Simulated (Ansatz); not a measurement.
# Band gap of SnI4O12 (P-1) from density functionals to GW, part 2 of 2

Wanted: a ladder of band gaps for SnI4O12 (P-1), from density functionals to G0W0.

Ansatz 0.2.0; density functionals, hybrids and G0W0, plane waves, PAW. Known limits of the many-body steps: finite bands, screening cutoff and k mesh; no spin-orbit coupling in G0W0.

So far. Step 11 (G0W0@HSE06, 4×2×2 mesh, 1000 empty bands, screening to …): Over all 12 irreducible mesh points the G0W0 gap is 4.814 eV, from k = (0.000, -0.500, -0.500) to k = (0.250, -0.500, 0.000). The HSE06 gap of this run on the mesh is 4.002 eV. The two states that bound the G0W0 gap lie that far apart at the start, so the correction of the gap is 4.814 − 4.002 = +0.812 eV.

In doubt: masses and optical values from hybrid runs of this build are listed as unsure (steps 11, 12), which bears on the screening that GW takes from such a start.

## (13) Gap and time by level

Each gap is the least one over the points named; times are wall times on shared hosts, not benchmarks. A G0W0 time includes the run's own self-consistent start. Runs with listed points see these and the mesh alone, so an edge that moves elsewhere is missed. Rows marked * are further runs, not shown as steps, whose inputs differ from the G0W0 step on the same start in the columns given; solver thresholds can differ too.

| level | mesh | files, cutoff | bands summed, screening | points | gap (eV) | valence top | conduction bottom | least direct gap (eV) | time |
| --- | --- | --- | --- | --- | --- | --- | --- | --- | --- |
| LDA | 4×4×4 | soft_1 PAW, 420 eV | - | mesh and listed points | 2.657 | (0.000, -0.500, -0.500) | (0.250, -0.500, 0.000) | 2.802 | 20 s |
| PBEsol | 4×4×4 | soft_1 PAW, 420 eV | - | mesh and listed points | 2.689 | (0.000, -0.500, -0.500) | (0.250, -0.500, 0.000) | 2.834 | 16 s |
| PBE | 4×4×4 | soft_1 PAW, 420 eV | - | mesh and path | 2.746 | (0.000, -0.500, -0.500) | (0.250, -0.500, 0.000) | 2.892 | 13 s |
| PBE+SOC | 4×4×4 | soft_1 PAW, 420 eV | - | mesh and listed points | 2.703 | (0.000, -0.500, -0.500) | (0.250, -0.500, 0.000) | 2.847 | 33 s |
| r2SCAN | 4×4×4 | soft_1 PAW, 500 eV | - | mesh and listed points | 3.159 | (0.000, -0.500, -0.500) | (0.250, -0.500, 0.000) | 3.317 | 27 s |
| HSE06 | 4×2×2 | soft_1 PAW, 420 eV | - | mesh and listed points | 4.002 | (0.000, -0.500, -0.500) | (0.250, -0.500, 0.000) | 4.166 | 81 s |
| PBE0 | 4×2×2 | soft_1 PAW, 420 eV | - | mesh and listed points | 4.739 | (0.000, -0.500, -0.500) | (0.250, -0.500, 0.000) | 4.902 | 81 s |
| DDH-PBE0 | 4×2×2 | soft_1 PAW, 420 eV | - | mesh and listed points | 4.481 | (0.000, -0.500, -0.500) | (0.250, -0.500, 0.000) | 4.643 | 1.7 min |
| G0W0@PBE* | 4×2×2 | soft_1 PAW, 420 eV | 241, 42 eV | all 12 irreducible mesh points | 4.228 | (0.000, -0.500, -0.500) | (0.250, -0.500, 0.000) | 4.468 | 25 s |
| G0W0@PBE* | 4×2×2 | soft_1 PAW, 420 eV | 542, 84 eV | all 12 irreducible mesh points | 4.088 | (0.000, -0.500, -0.500) | (0.250, -0.500, 0.000) | 4.303 | 37 s |
| G0W0@PBE | 4×2×2 | soft_1 PAW, 420 eV | 1077, 140 eV | all 12 irreducible mesh points | 4.111 | (0.000, -0.500, -0.500) | (0.250, -0.500, 0.000) | 4.315 | 66 s |
| G0W0@PBE* | 2×2×2 | soft_1 PAW, 420 eV | 542, 84 eV | all 8 irreducible mesh points | 4.187 | (0.000, -0.500, -0.500) | (-0.500, -0.500, 0.000) | 4.304 | 16 s |
| G0W0@HSE06 | 4×2×2 | soft_1 PAW, 420 eV | 1077, 140 eV | all 12 irreducible mesh points | 4.814 | (0.000, -0.500, -0.500) | (0.250, -0.500, 0.000) | 5.025 | 5.7 min |
| G0W0@PBE0 | 4×2×2 | soft_1 PAW, 420 eV | 1077, 140 eV | all 12 irreducible mesh points | 5.032 | (0.000, -0.500, -0.500) | (0.250, -0.500, 0.000) | 5.247 | 4.7 min |

## (14) Outcome

```yaml
lda_over_mesh_and_listed_points: 2.657 eV
pbesol_over_mesh_and_listed_points: 2.689 eV
pbe_over_mesh_and_path: 2.746 eV
pbe_soc_over_mesh_and_listed_points: 2.703 eV
r2scan_over_mesh_and_listed_points: 3.159 eV
hse06_over_mesh_and_listed_points: 4.002 eV
pbe0_over_mesh_and_listed_points: 4.739 eV
ddh_pbe0_over_mesh_and_listed_points: 4.481 eV
g0w0_pbe_1077_bands_4x2x2_over_all_12_irreducible_mesh_points: 4.111 eV
g0w0_hse06_over_all_12_irreducible_mesh_points: 4.814 eV
g0w0_pbe0_over_all_12_irreducible_mesh_points: 5.032 eV
known_limits: finite bands, screening cutoff and k mesh; no spin-orbit coupling in G0W0
```

What this shows: The rows run from 2.657 eV (LDA) to 5.032 eV (G0W0@PBE0). They differ in mesh, plane-wave cutoff, bands and screening cutoff of G0W0 and the points over which the gap was sought as well as in level, so only pairs that share these are like for like. PBEsol against LDA: 2.689 − 2.657 = +0.032 eV, with the same mesh, files and cutoff, and both edges at the same k points. PBE against PBEsol: 2.746 − 2.689 = +0.057 eV, with the same mesh, files and cutoff, and both edges at the same k points. PBE+SOC against PBE: 2.703 − 2.746 = −0.043 eV, with the same mesh, set of files (read in its fully relativistic form for the spin-orbit run) and cutoff, and both edges at the same k points. The spin-orbit run sees mesh and listed points alone, so its gap is an upper bound: the coupling can move an edge off these points, and the change over the zone, its sign included where it is small, is not known. PBE0 against HSE06: 4.739 − 4.002 = +0.737 eV, with the same mesh, files and cutoff, and both edges at the same k points. DDH-PBE0 against PBE0: 4.481 − 4.739 = −0.258 eV, with the same mesh, files and cutoff, and both edges at the same k points. G0W0@HSE06 against G0W0@PBE with 1077 bands: 4.814 − 4.111 = +0.703 eV, with the same mesh, files and cutoffs, and both edges at the same k points. G0W0@PBE0 against G0W0@HSE06 with 1077 bands: 5.032 − 4.814 = +0.218 eV, with the same mesh, files and cutoffs, and both edges at the same k points. The dielectric-dependent hybrid took 0.219 of exact exchange, against 0.25 in PBE0. G0W0@PBE (1077 bands, 4×2×2) moves the gap of its own start on the mesh by 4.111 − 2.746 = +1.365 eV, between the same two levels. Both edges that PBE shows over mesh and path lie at k points where levels were corrected. Levels at other points were not corrected, so a lower G0W0 gap elsewhere in the zone is not ruled out. G0W0@HSE06 moves the gap of its own start on the mesh by 4.814 − 4.002 = +0.812 eV, between the same two levels. Both edges that HSE06 shows over mesh and listed points lie at k points where levels were corrected. Levels at other points were not corrected, so a lower G0W0 gap elsewhere in the zone is not ruled out. G0W0@PBE0 moves the gap of its own start on the mesh by 5.032 − 4.739 = +0.293 eV, between the same two levels. Both edges that PBE0 shows over mesh and listed points lie at k points where levels were corrected. Levels at other points were not corrected, so a lower G0W0 gap elsewhere in the zone is not ruled out. What spin-orbit coupling does to the G0W0 levels was not computed, so no sum with the G0W0 gap is formed. For G0W0@PBE: from 241 bands and 42 eV to 1077 bands and 140 eV the gap moves by 4.111 − 4.228 = −0.117 eV (rung by rung 4.228, 4.088, 4.111 eV); bands and screening cutoff rise together, so their parts are not told apart. The gap turns back along the series (4.228, 4.088, 4.111 eV), so no line is drawn and the limit is not known. The other G0W0 rows are shown at one basis each (1077 bands), so their distance from the limit is not known here. With the 2×2×2 mesh in place of the 4×2×2 mesh and all else as in the G0W0@PBE row with 542 bands, the gap differs by 4.187 − 4.088 = +0.099 eV, and that of the start by 2.815 − 2.746 = +0.069 eV; an edge lies at another k point, so this need not be the shift of one pair of states. For G0W0@PBE0: the program's warnings for this run: coarse exchange mesh. The G0W0 runs are scalar-relativistic. G0W0@PBE runs of this series with other atomic data on the same mesh, not shown as steps, give 4.161 eV (hard PAW, 930 eV, 1564 bands, screening to 182 eV); where bands and cutoffs differ too, the part of the files is not isolated.

[Paths, hosts, dates, memory and timing lines, banners, echoed tables and standing remarks are left out of the program output.]

[Logs are printed without paths, hosts, clocks, repeated set-up lines and the standing remarks that a program may print on its own settings, such as how far it seeks lower states.]

[Runs of the session that timed out or met a known fault of the program may be left out.]

[Cells called generated may have been cut or substituted from an entry of the Crystallography Open Database or the Materials Project.]

[Hosts, paths, dates, database ids (printed as entryN), source tags and the programs' standing remarks are cut or masked in the printed files.]

[Where an RPA ε∞ is given, it is that of the G0W0 mesh and is not shown converged in it. Names of k-points follow the symmetry that the program found, which can be lower than the space group named. Band edges on a path are those of the sampled points; other points can move an edge, and change direct to indirect where valleys lie close.]

[Hybrid gaps are those of their k-mesh and are not shown converged in it.]
